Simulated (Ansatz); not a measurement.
## La on Ti(0001): change of the work function

Wanted: Δφ(θ) for La/Ti(0001), starting from the top site.

Program: Ansatz 0.2.0. Level of theory: plane-wave DFT, PBE, Ansatz PAW. Results are calculated unless marked as measured.

## Step 1: Starting point

The cell holds 4 atoms: 4 Ti. Cell: a = 2.950 Å, b = 2.950 Å, c = 25.027 Å, α = 90.0°, β = 90.0°, γ = 60.0°. Vacuum lies along c.

## Step 2: The clean slab

The bare slab comes first, as the zero from which every change is counted. The two lowest layers are held at bulk places and the upper ones relax. The dipole correction removes the false field that a one-sided slab makes across the periodic vacuum, so each face gets a flat vacuum level of its own.

The input, input.yaml:

```yaml
crystal:
  lattice:
    - [2.95, 0.0, 0.0]
    - [1.475, 2.5547749412, 0.0]
    - [0.0, 0.0, 25.0269]
  atoms:
    - { symbol: Ti, position: [0.6666666667, 0.6666666667, 0.3596130564] }
    - { symbol: Ti, position: [0.0, 0.0, 0.4532043521] }
    - { symbol: Ti, position: [0.6666666667, 0.6666666667, 0.5467956479] }
    - { symbol: Ti, position: [0.0, 0.0, 0.6403869436] }
kpoints:
  mp_grid: { grid: [12, 12, 1] }
hamiltonian:
  xc: pbe
scf:
  occupations: { method: fermi_dirac, width: 0.1 }
  convergence: { dr2_threshold: 1.0e-08 }
efield:
  axis: 3
  dipole_correction: true
  ramp_position: 0.97
  ramp_width: 0.06
relax:
  f_tol: 0.02
  max_steps: 60
  constraints: [{ sites: [0, 1] }]
output:
  write_potential: true
  write_density: true
  volumetric_format: npy
```

Started as:

```
> ansatz run input.yaml --threads 4 --pin off --max-ram 12288MiB --backend cpu --events-out ev --progress --plain --runs-dir out
```

Numbers of over 12 decimals in the logs are rounded to 6 here.

What it wrote:

```text
Engine: ansatz 0.2.0, aarch64-unknown-linux-gnu
Pseudopotentials: kind: paw
Pseudopotential: Ti, paw, valence charge 12, recommended cutoff 420 eV (normal), Ti.paw.azcp
Functional definition: PBE
  parameter kappa = 0.804
  parameter beta = 0.066725
  exchange = pbe_x(kappa = kappa, mu = beta*pi^2/3)
  correlation = pbe_c(beta = beta)
Crystal: 4 atoms, lattice volume = 188.617 Å³
Basis set: ecut = 420 eV, 3611 PW (Γ), exchange–correlation on 40×40×360 points (8 copies of the dense FFT grid, shifted against one another)
Bands: 29, of which v1, the nominal top of the filled ones, is band 24 counted from 1 (23 counted from 0)
Symmetry: 6 space group operations
k-points: 19 of 144 (time reversal used)
Non-local potential: Ti, projectors of the file, l = 0: 3, l = 1: 2, l = 2: 3, l = 3: 1
PAW form: soft (Blöchl's): semilocal exchange-correlation on the pseudo side does not see the compensation charge
PAW one-centre angular grid: Ti, 590 points (default); XC on 64 Gauss nodes
Initial density: superposition of atomic densities (neutral atoms: chi_scale 0, normalization atom), corrected by the library's trained network
Initial wavefunctions: pseudopotential atomic-orbital guess
Functional: x = pbe(κ = 0.804, μ = 0.219515), c = pbe(β = 0.066725)
SCF iter   1: F=—  HF=-9996.827743 eV  |F-HF|=—  |Δ(HF+E_count)|=         —  Δρ=6.22e-3  dr2=3.89e-1  ethr=1.77e-3  p=0.000 e·Å  D=5.72e-14 V/Å  ΔV_dip=-0.00 eV  dr2_dipole=9.47e-6  V_vac-E_F(+/−)=4.09/4.09 eV  ⟨swp⟩=7.0  Hψ=5629  notcnv=0
efield: sawtooth ramp at fractional position 0.9700 (set: `efield.ramp_position`, or a place that a band, a saddle search or an elastic batch's reference lends), width 0.0600; the density the first Hamiltonian is built on has a dipole p = 0.000 e·Å; the dipole correction subtracts the counter field D = 5.72e-14 V/Å, which shifts the + side's vacuum level by -0.00 eV against the − side's; the planar-averaged density in the ramp window peaks in size at 3.0e-5 e/Å³
automatic band count: the SCF goes on with 34 bands, as 29 were too few: the levels above may hold too much charge
preconditioner: auto → LDOS  [metal: Δε(μ)=0.033 eV  Ē_g=2.762 eV  σ=0.100 eV  W_gap=0.08  n_scr=16 (ndim 8)  ℏωp=10.8 eV  f_vac=0.550  D(μ)=8.41/eV (n_scr^D=88)  β→1.0]
SCF iter   2: F=—  HF=-9996.820567 eV  |F-HF|=—  |Δ(HF+E_count)|=   7.18e-3  Δρ=2.07e-3  dr2=1.66e-2  ethr=8.11e-4  p=-0.000 e·Å  D=-3.83e-5 V/Å  ΔV_dip=0.00 eV  dr2_dipole=2.48e-6  V_vac-E_F(+/−)=4.36/4.36 eV  ⟨swp⟩=1.9  Hψ=850  notcnv=0
SCF iter   3: F=—  HF=-9996.820326 eV  |F-HF|=—  |Δ(HF+E_count)|=   2.41e-4  Δρ=7.15e-4  dr2=2.59e-3  ethr=3.45e-5  p=-0.000 e·Å  D=-4.47e-5 V/Å  ΔV_dip=0.00 eV  dr2_dipole=9.93e-8  V_vac-E_F(+/−)=4.36/4.36 eV  ⟨swp⟩=2.1  Hψ=828  notcnv=0
SCF iter   4: F=—  HF=-9996.820200 eV  |F-HF|=—  |Δ(HF+E_count)|=   1.26e-4  Δρ=1.83e-4  dr2=7.43e-5  ethr=5.40e-6  p=-0.000 e·Å  D=-7.23e-6 V/Å  ΔV_dip=0.00 eV  dr2_dipole=6.13e-7  V_vac-E_F(+/−)=4.39/4.39 eV  ⟨swp⟩=2.0  Hψ=788  notcnv=0
SCF iter   5: F=—  HF=-9996.820291 eV  |F-HF|=—  |Δ(HF+E_count)|=   9.13e-5  Δρ=1.05e-4  dr2=4.27e-5  ethr=1.55e-7  p=-0.000 e·Å  D=-6.02e-6 V/Å  ΔV_dip=0.00 eV  dr2_dipole=2.24e-9  V_vac-E_F(+/−)=4.40/4.40 eV  ⟨swp⟩=3.4  Hψ=1270  notcnv=0
SCF iter   6: F=—  HF=-9996.820298 eV  |F-HF|=—  |Δ(HF+E_count)|=   7.56e-6  Δρ=3.45e-5  dr2=6.91e-6  ethr=8.90e-8  p=0.000 e·Å  D=5.34e-6 V/Å  ΔV_dip=-0.00 eV  dr2_dipole=8.72e-12  V_vac-E_F(+/−)=4.41/4.41 eV  ⟨swp⟩=2.2  Hψ=859  notcnv=0
SCF iter   7: F=—  HF=-9996.820326 eV  |F-HF|=—  |Δ(HF+E_count)|=   2.71e-5  Δρ=9.74e-6  dr2=2.31e-7  ethr=1.44e-8  p=0.000 e·Å  D=4.34e-6 V/Å  ΔV_dip=-0.00 eV  dr2_dipole=2.28e-10  V_vac-E_F(+/−)=4.41/4.41 eV  ⟨swp⟩=1.5  Hψ=670  notcnv=0
SCF iter   8: F=—  HF=-9996.820326 eV  |F-HF|=—  |Δ(HF+E_count)|=   3.11e-7  Δρ=4.96e-6  dr2=7.06e-8  ethr=4.82e-10  p=0.000 e·Å  D=3.41e-6 V/Å  ΔV_dip=-0.00 eV  dr2_dipole=1.64e-11  V_vac-E_F(+/−)=4.41/4.41 eV  ⟨swp⟩=3.0  Hψ=1250  notcnv=0
SCF iter   9: F=-9996.820326 eV  HF=-9996.820326 eV  |F-HF|=4.71e-9  |Δ(HF+E_count)|=   1.10e-8  Δρ=1.31e-6  dr2=3.15e-9  ethr=2.08e-11  p=0.000 e·Å  D=1.86e-6 V/Å  ΔV_dip=-0.00 eV  dr2_dipole=2.32e-11  V_vac-E_F(+/−)=4.41/4.41 eV  ⟨swp⟩=7.9  Hψ=4137  notcnv=0
SCF 1 converged in 9 iterations: F = -9996.820326 eV  dr2 = 3.15e-9
  greatest PAW one-centre occupation: 0.999 electrons in one spin orbital (limit 2), on the Ti atom at site 2 (counted from 0), in its partial waves of l = 0
relax step   1: F+E_penalty+E_count = -9996.82032589 eV  Δ(F+E_penalty+E_count) = +0.000e0 eV  max|allowed force component| = 6.136e-1 eV/Å  Δτ_max = 0.0000 Å  (9 SCF iters, accepted)
Bands: 34, of which v1, the nominal top of the filled ones, is band 24 counted from 1 (23 counted from 0)
Initial density: handed on by an earlier stage of this run
Initial wavefunctions: those handed on with the density
SCF iter   1: F=—  HF=-9997.020720 eV  |F-HF|=—  |Δ(HF+E_count)|=         —  Δρ=1.54e-2  dr2=3.23e0  ethr=3.10e-3  p=0.000 e·Å  D=6.86e-7 V/Å  ΔV_dip=-0.00 eV  dr2_dipole=2.03e-1  V_vac-E_F(+/−)=4.45/4.45 eV  ⟨swp⟩=4.8  Hψ=1854  notcnv=0
efield: sawtooth ramp at fractional position 0.9700 (set: `efield.ramp_position`, or a place that a band, a saddle search or an elastic batch's reference lends), width 0.0600; the density the first Hamiltonian is built on has a dipole p = 0.000 e·Å; the dipole correction subtracts the counter field D = 6.86e-7 V/Å, which shifts the + side's vacuum level by -0.00 eV against the − side's; the planar-averaged density in the ramp window peaks in size at 8.7e-6 e/Å³
preconditioner: auto → LDOS  [metal: Δε(μ)=0.006 eV  Ē_g=2.864 eV  σ=0.100 eV  W_gap=0.02  n_scr=16 (ndim 8)  ℏωp=10.8 eV  f_vac=0.560  D(μ)=7.32/eV (n_scr^D=62)  β→1.0]
SCF iter   2: F=—  HF=-9996.896706 eV  |F-HF|=—  |Δ(HF+E_count)|=   1.24e-1  Δρ=7.26e-3  dr2=5.18e-1  ethr=3.10e-3  p=0.018 e·Å  D=1.74e-2 V/Å  ΔV_dip=-0.44 eV  dr2_dipole=8.81e-2  V_vac-E_F(+/−)=4.00/4.43 eV  ⟨swp⟩=2.1  Hψ=1128  notcnv=0
SCF iter   3: F=—  HF=-9996.864920 eV  |F-HF|=—  |Δ(HF+E_count)|=   3.18e-2  Δρ=2.42e-3  dr2=6.44e-2  ethr=1.08e-3  p=0.007 e·Å  D=6.93e-3 V/Å  ΔV_dip=-0.17 eV  dr2_dipole=1.04e-2  V_vac-E_F(+/−)=4.26/4.43 eV  ⟨swp⟩=2.1  Hψ=988  notcnv=0
SCF iter   4: F=—  HF=-9996.859779 eV  |F-HF|=—  |Δ(HF+E_count)|=   5.14e-3  Δρ=9.85e-4  dr2=8.07e-3  ethr=1.34e-4  p=0.007 e·Å  D=6.69e-3 V/Å  ΔV_dip=-0.17 eV  dr2_dipole=2.47e-3  V_vac-E_F(+/−)=4.26/4.43 eV  ⟨swp⟩=2.1  Hψ=974  notcnv=0
SCF iter   5: F=—  HF=-9996.859578 eV  |F-HF|=—  |Δ(HF+E_count)|=   2.01e-4  Δρ=1.72e-4  dr2=9.56e-5  ethr=1.68e-5  p=0.006 e·Å  D=5.68e-3 V/Å  ΔV_dip=-0.14 eV  dr2_dipole=1.68e-5  V_vac-E_F(+/−)=4.29/4.43 eV  ⟨swp⟩=1.9  Hψ=759  notcnv=0
SCF iter   6: F=—  HF=-9996.859605 eV  |F-HF|=—  |Δ(HF+E_count)|=   2.67e-5  Δρ=9.00e-5  dr2=6.59e-5  ethr=1.99e-7  p=0.005 e·Å  D=5.13e-3 V/Å  ΔV_dip=-0.13 eV  dr2_dipole=5.10e-6  V_vac-E_F(+/−)=4.30/4.43 eV  ⟨swp⟩=2.3  Hψ=888  notcnv=0
SCF iter   7: F=—  HF=-9996.859609 eV  |F-HF|=—  |Δ(HF+E_count)|=   4.29e-6  Δρ=5.04e-5  dr2=8.15e-6  ethr=1.37e-7  p=0.005 e·Å  D=4.68e-3 V/Å  ΔV_dip=-0.12 eV  dr2_dipole=1.86e-6  V_vac-E_F(+/−)=4.31/4.43 eV  ⟨swp⟩=1.7  Hψ=678  notcnv=0
SCF iter   8: F=—  HF=-9996.859637 eV  |F-HF|=—  |Δ(HF+E_count)|=   2.81e-5  Δρ=1.65e-5  dr2=1.25e-6  ethr=1.70e-8  p=0.005 e·Å  D=4.37e-3 V/Å  ΔV_dip=-0.11 eV  dr2_dipole=3.65e-8  V_vac-E_F(+/−)=4.32/4.43 eV  ⟨swp⟩=2.5  Hψ=1020  notcnv=0
SCF iter   9: F=—  HF=-9996.859637 eV  |F-HF|=—  |Δ(HF+E_count)|=   1.31e-7  Δρ=6.35e-6  dr2=1.44e-7  ethr=2.60e-9  p=0.004 e·Å  D=4.27e-3 V/Å  ΔV_dip=-0.11 eV  dr2_dipole=6.38e-9  V_vac-E_F(+/−)=4.32/4.43 eV  ⟨swp⟩=2.1  Hψ=812  notcnv=0
SCF iter  10: F=—  HF=-9996.859637 eV  |F-HF|=—  |Δ(HF+E_count)|=   2.22e-8  Δρ=1.76e-6  dr2=1.75e-8  ethr=3.00e-10  p=0.004 e·Å  D=4.25e-3 V/Å  ΔV_dip=-0.11 eV  dr2_dipole=1.64e-9  V_vac-E_F(+/−)=4.32/4.43 eV  ⟨swp⟩=2.6  Hψ=940  notcnv=0
SCF iter  11: F=-9996.859637 eV  HF=-9996.859637 eV  |F-HF|=6.80e-10  |Δ(HF+E_count)|=   7.38e-9  Δρ=6.03e-7  dr2=2.38e-9  ethr=2.08e-11  p=0.004 e·Å  D=4.24e-3 V/Å  ΔV_dip=-0.11 eV  dr2_dipole=4.72e-10  V_vac-E_F(+/−)=4.32/4.43 eV  ⟨swp⟩=9.3  Hψ=3723  notcnv=0
SCF 2 converged in 11 iterations: F = -9996.859637 eV  dr2 = 2.38e-9
  greatest PAW one-centre occupation: 0.999 electrons in one spin orbital (limit 2), on the Ti atom at site 1 (counted from 0), in its partial waves of l = 0
relax step   2: F+E_penalty+E_count = -9996.85963748 eV  Δ(F+E_penalty+E_count) = -3.931e-2 eV  max|allowed force component| = 4.318e-1 eV/Å  Δτ_max = 0.1956 Å  (11 SCF iters, accepted)
iter 1 solved again at ethr=1.59e-3 eV; its pass at ethr=3.10e-3 eV (dr2=7.66e-1 eV) is discarded
SCF iter   1: F=—  HF=-9996.908496 eV  |F-HF|=—  |Δ(HF+E_count)|=         —  Δρ=7.69e-3  dr2=8.62e-1  ethr=1.59e-3  p=0.004 e·Å  D=4.24e-3 V/Å  ΔV_dip=-0.11 eV  dr2_dipole=4.10e-2  V_vac-E_F(+/−)=4.31/4.42 eV  ⟨swp⟩=1.0  Hψ=2302  notcnv=0
efield: sawtooth ramp at fractional position 0.9700 (set: `efield.ramp_position`, or a place that a band, a saddle search or an elastic batch's reference lends), width 0.0600; the density the first Hamiltonian is built on has a dipole p = 0.004 e·Å; the dipole correction subtracts the counter field D = 4.24e-3 V/Å, which shifts the + side's vacuum level by -0.11 eV against the − side's; the planar-averaged density in the ramp window peaks in size at 7.3e-6 e/Å³
preconditioner: auto → LDOS  [metal: Δε(μ)=0.012 eV  Ē_g=2.791 eV  σ=0.100 eV  W_gap=0.03  n_scr=16 (ndim 8)  ℏωp=10.8 eV  f_vac=0.555  D(μ)=7.84/eV (n_scr^D=74)  β→1.0]
SCF iter   2: F=—  HF=-9996.881427 eV  |F-HF|=—  |Δ(HF+E_count)|=   2.71e-2  Δρ=3.90e-3  dr2=1.36e-1  ethr=1.59e-3  p=-0.001 e·Å  D=-1.03e-3 V/Å  ΔV_dip=0.03 eV  dr2_dipole=2.98e-5  V_vac-E_F(+/−)=4.46/4.44 eV  ⟨swp⟩=2.1  Hψ=803  notcnv=0
SCF iter   3: F=—  HF=-9996.876840 eV  |F-HF|=—  |Δ(HF+E_count)|=   4.59e-3  Δρ=1.02e-3  dr2=7.96e-3  ethr=2.84e-4  p=0.001 e·Å  D=1.33e-3 V/Å  ΔV_dip=-0.03 eV  dr2_dipole=4.47e-4  V_vac-E_F(+/−)=4.39/4.43 eV  ⟨swp⟩=2.0  Hψ=893  notcnv=0
SCF iter   4: F=—  HF=-9996.876296 eV  |F-HF|=—  |Δ(HF+E_count)|=   5.45e-4  Δρ=2.15e-4  dr2=1.88e-4  ethr=1.66e-5  p=0.001 e·Å  D=1.32e-3 V/Å  ΔV_dip=-0.03 eV  dr2_dipole=4.33e-5  V_vac-E_F(+/−)=4.39/4.43 eV  ⟨swp⟩=2.0  Hψ=779  notcnv=0
SCF iter   5: F=—  HF=-9996.876318 eV  |F-HF|=—  |Δ(HF+E_count)|=   2.22e-5  Δρ=8.59e-5  dr2=4.19e-5  ethr=3.92e-7  p=0.002 e·Å  D=1.54e-3 V/Å  ΔV_dip=-0.04 eV  dr2_dipole=6.00e-6  V_vac-E_F(+/−)=4.39/4.42 eV  ⟨swp⟩=2.3  Hψ=960  notcnv=0
SCF iter   6: F=—  HF=-9996.876352 eV  |F-HF|=—  |Δ(HF+E_count)|=   3.46e-5  Δρ=3.19e-5  dr2=6.27e-6  ethr=8.73e-8  p=0.002 e·Å  D=1.75e-3 V/Å  ΔV_dip=-0.04 eV  dr2_dipole=2.46e-7  V_vac-E_F(+/−)=4.38/4.42 eV  ⟨swp⟩=2.0  Hψ=797  notcnv=0
SCF iter   7: F=—  HF=-9996.876383 eV  |F-HF|=—  |Δ(HF+E_count)|=   3.10e-5  Δρ=1.32e-5  dr2=9.84e-7  ethr=1.31e-8  p=0.002 e·Å  D=1.88e-3 V/Å  ΔV_dip=-0.05 eV  dr2_dipole=1.32e-7  V_vac-E_F(+/−)=4.38/4.42 eV  ⟨swp⟩=2.1  Hψ=797  notcnv=0
SCF iter   8: F=—  HF=-9996.876384 eV  |F-HF|=—  |Δ(HF+E_count)|=   1.86e-7  Δρ=5.15e-6  dr2=2.27e-7  ethr=2.05e-9  p=0.002 e·Å  D=1.96e-3 V/Å  ΔV_dip=-0.05 eV  dr2_dipole=1.80e-8  V_vac-E_F(+/−)=4.37/4.42 eV  ⟨swp⟩=2.1  Hψ=827  notcnv=0
SCF iter   9: F=-9996.876384 eV  HF=-9996.876384 eV  |F-HF|=5.99e-9  |Δ(HF+E_count)|=   1.35e-8  Δρ=1.63e-6  dr2=7.70e-9  ethr=2.08e-11  p=0.002 e·Å  D=1.99e-3 V/Å  ΔV_dip=-0.05 eV  dr2_dipole=3.72e-10  V_vac-E_F(+/−)=4.37/4.42 eV  ⟨swp⟩=8.6  Hψ=4536  notcnv=0
SCF 3 converged in 9 iterations: F = -9996.876384 eV  dr2 = 7.70e-9
relax step   3: F+E_penalty+E_count = -9996.87638356 eV  Δ(F+E_penalty+E_count) = -1.675e-2 eV  max|allowed force component| = 1.190e-2 eV/Å  Δτ_max = 0.0899 Å  (9 SCF iters, accepted)
NSCF: frozen V_eff on 19 k-points
the band table was solved once a step of the walk had ended and its energy, with any forces and stress, was formed, with the checks that follow a solve (2893 applications of the Hamiltonian). They found nothing against the state; the energy, forces and stress were not computed again (output.eigenvalues in the input reference)
WARN: The input density's exchange-correlation potential varies sharply where the density is thin. Do not read a vacuum level from v_tot or v_xc, or from such a field of the output density. On a cell that repeats whose density bears no net charge and no dipole along the vacuum's axis use v_es (v_loc + v_h of the components); under efield.dipole_correction with no amplitude use v_es + v_field, which holds any external [...]
SCF converged after 9 iterations
Free energy (F): -9996.876384 eV
Harris-Foulkes:  -9996.876384 eV  (|F-HF|=5.99e-9)
Internal energy: -9996.623465 eV  (E = F + TS)
E sigma→0 (E₀):  -9996.749924 eV
Entropy (-TS):   -0.252919 eV (-63.230 meV/atom)
Fermi energy:    2.290332 eV
Dipole field:    D = 0.002018 V/Å  (p = 0.002103 e·Å, saw-weighted, corrected)
Work function:   Φ+ = 4.3729 eV   Φ− = 4.4234 eV
Levels:          The Fermi level and band energies are counted from a zero that moves with the ramp; work functions are not
--- Per-component energies (eV) ---
  E_band       = -1160.708078
  E_kinetic    = 1085.706682
  E_local      = -50168.130411  (includes V_loc(G=0)·N_el)
  E_nonlocal   = 34.277158
  E_hartree    = 24527.750938
  E_xc         = -386.964371
  E_vxc        = -483.802243  (∫ρ·V_xc dr)
  E_paw        = -4190.770098  (= ΣΔE_a)
  E_vpaw       = -684.249601  (= ΣTr[D̂ρ^β])
  E_aug_tail   = 0.000492  (compensation charges beyond the density's cutoff)
  E_efield     = 0.000002  (sawtooth field / dipole correction)
  E_vefield    = 0.000915  (∫n·V_field dr)
  E_ewald      = 19101.506143
  E_smearing   = -0.252919  (= −TS)
  E_closure    = -0.000000  (closes the sum)
  Σ components = -9996.876384   (vs F -9996.876384, Δ=0.00e0)
--- Forces (eV/Å), atoms counted from 1 ---
  atom   1  Ti     0.00000000     0.00000000     0.60717111
  atom   2  Ti    -0.00000000    -0.00000000    -0.58698447
  atom   3  Ti     0.00000000     0.00000000    -0.00824529
  atom   4  Ti     0.00000000    -0.00000000    -0.01190263
  max |Σ_I F_I| component: 3.87e-5 eV/Å
--- Band table (eV; the first three rows and the last of 19) ---
  k-point 0: bands = [... 20 lower, 2.0512, 2.2819, 2.7160, 2.7943, 2.9364, 2.9364, 3.0094, 3.0094, ... 6 higher]
  k-point 1: bands = [... 20 lower, 1.9894, 2.2496, 2.5399, 2.6448, 2.8456, 2.9373, 3.0405, 3.0898, ... 6 higher]
  k-point 2: bands = [... 20 lower, 1.7486, 2.0197, 2.1514, 2.4575, 2.5617, 2.7274, 3.0024, 3.2370, ... 6 higher]
  k-point 18: bands = [... 20 lower, 1.1279, 1.5089, 1.5929, 2.2386, 2.2466, 2.3803, 2.4174, 2.5706, ... 6 higher]
--- Relaxed structure (3 steps of the walk, 3 accepted, 0 SCFs on fresh bases) ---
  F+E_penalty+E_count = -9996.87638356 eV   max|allowed force component| = 1.190e-2 eV/Å
  atoms:
    - { symbol: Ti, position: [0.666667, 0.666667, 0.3596130564] }
    - { symbol: Ti, position: [0.0, 0.0, 0.4532043521] }
    - { symbol: Ti, position: [0.666667, 0.666667, 0.549513] }
    - { symbol: Ti, position: [0, 0, 0.636167] }
```

Elapsed: 8.5 s, on 4 threads of Arm Neoverse V2, shared host; peak memory 0.5 GiB.

The steps of the relaxation:

| step | energy less that of the first step (eV) | largest force component (eV/Å) |
| --- | --- | --- |
| 1 | 0.0000 | 0.6136 |
| 2 | -0.0393 | 0.4318 |
| 3 | -0.0561 | 0.0119 |

Forces are held to the 6 operations that the run works with; a distortion that breaks them can't arise in this run.

The atoms that moved most (Å):

| atom | dx | dy | dz | length |
| --- | --- | --- | --- | --- |
| Ti4 | 0.000 | 0.000 | -0.106 | 0.106 |
| Ti3 | 0.000 | 0.000 | 0.068 | 0.068 |

Final coordinates:

```cif
data_structure
_symmetry_space_group_name_H-M 'P 1'
_symmetry_Int_Tables_number 1
_cell_length_a 2.9500
_cell_length_b 2.9500
_cell_length_c 25.0269
_cell_angle_alpha 90.000
_cell_angle_beta 90.000
_cell_angle_gamma 60.000
_cell_volume 188.62
loop_
_atom_site_label
_atom_site_type_symbol
_atom_site_fract_x
_atom_site_fract_y
_atom_site_fract_z
_atom_site_occupancy
Ti1 Ti 0.66667 0.66667 0.35961 1
Ti2 Ti 0.00000 0.00000 0.45320 1
Ti3 Ti 0.66667 0.66667 0.54951 1
Ti4 Ti 0.00000 0.00000 0.63617 1
```

This step gave:

```
energy at zero smearing        : -9996.7499 eV
work function, upper face      : 4.373 eV
work function, lower face      : 4.423 eV
dipole along the normal        : 0.002103 e·Å
step between the vacuum levels : -0.05050 eV
```

Running mean over 2.342 Å of the planar mean; the ramp of the sawtooth is left out. The electron's electrostatic potential energy less the Fermi level by z:

| z (Å) | electron's electrostatic potential energy less the Fermi level (eV) |
| --- | --- |
| 4 | 4.42 |
| 5 | 4.40 |
| 6 | 4.24 |
| 7 | 2.89 |
| 8 | -3.13 |
| 9 | -6.74 |
| 10 | -6.59 |
| 11 | -6.58 |
| 12 | -6.38 |
| 13 | -6.32 |
| 14 | -6.94 |
| 15 | -7.68 |
| 16 | -6.81 |
| 17 | -2.61 |
| 18 | 3.07 |
| 19 | 4.22 |
| 20 | 4.36 |
| 21 | 4.37 |

The relaxation took 3 steps and lowered the energy by 0.056 eV; the largest force on the free atoms ends at 0.012 eV/Å.

The work function of the upper face is 4.37 eV.

(Continued in part 2 of 5.)

[Logs are printed without paths, hosts, clocks, repeated set-up lines and the standing remarks that a program may print on its own settings, such as how far it seeks lower states.]

[Hosts, paths, dates, database ids (printed as entryN), source tags and the programs' standing remarks are cut or masked in the printed files.]

[Maps of the electrostatic potential energy from Ansatz leave out the sawtooth potential of an applied field or a dipole correction, so their vacuum need not be flat; planar profiles and work functions include it.]
